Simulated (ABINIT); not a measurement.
# Calculated records

## MgO (Fm-3m): a self-consistent loop beyond G0W0, cycle by cycle

The structure is cubic, space group Fm-3m (No. 225). Conventional cell: a = 4.194 Å, b = 4.194 Å, c = 4.194 Å, α = 90.00°, β = 90.00°, γ = 90.00°. Mg has 6 O at 2.10 Å nearest. Nearest to O lie 6 Mg at 2.10 Å. Farther neighbours, and contacts between anions beyond the nearest, are not listed.

| Item | Value |
| --- | --- |
| method | RPA screening on PBE from quasiparticle energies, plane waves, norm-conserving pseudopotentials (and 5 further levels or steps) |
| program | ABINIT 10.8.3 |
| settings | cutoff 38 Ha, PseudoDojo scalar-relativistic 0.4.1 standard, norm-conserving, ngkpt (6, 6, 6), nband 144, ecuteps 9.6 Ha, gwcalctyp 10, inclvkb 2, shiftk (0, 0, 0), symchi 1, awtr 1, frequency ppm, cycle 2, q points all but q = 0, 6×6×6 k-mesh |
| cost | 12 runs, 39 min in all on 8 MPI ranks of Intel Xeon Platinum 8488C (Sapphire Rapids), shared host |
| notes | The cell and positions are those that the Materials Project relaxed with its own functionals (PBE, PBE+U or r2SCAN), kept fixed. The first cycle of evGW0 takes the full correction, without the factor Z, so it overshoots the one-shot value. |
| G0W0 | 7.253 eV |
| evGW0, cycle 1 | 7.756 eV |
| evGW0, cycle 2 | 7.636 eV |
| evGW0, cycle 3 | 7.634 eV |
| evGW, cycle 1 | 8.263 eV |
| evGW, cycle 2 | 8.351 eV |
| known limits | short of the basis limit |

Only the bands that the input lists are updated; the higher empty ones keep the functional's energies. The evGW loop starts from the last levels of evGW0, so its cycles and time come on top of those.

[Paths, hosts, dates, memory and timing lines, banners, echoed tables and standing remarks are left out of the program output; an Ansatz launch command may be rebuilt from the run's recorded settings. Measured values are a selection of at most five: reports struck by readers or far from the other reports are left out. None is set beside runs whose start may be inverted or whose files or cutoffs have a known fault.]

[Runs of the session that timed out or met a known fault of the program may be left out.]

[Hosts, paths, dates, database ids (printed as entryN), source tags and the programs' standing remarks are cut or masked in the printed files.]

[G0W0 gaps are taken among the corrected bands and points alone; a level outside them can change the order at an edge.]

[Where Ansatz stands beside ABINIT at settings called matched, ABINIT's density can come from a denser mesh and the files from another edition; pairs whose starting gaps differed by over 0.03 eV were left out, so agreement reads better than it is.]
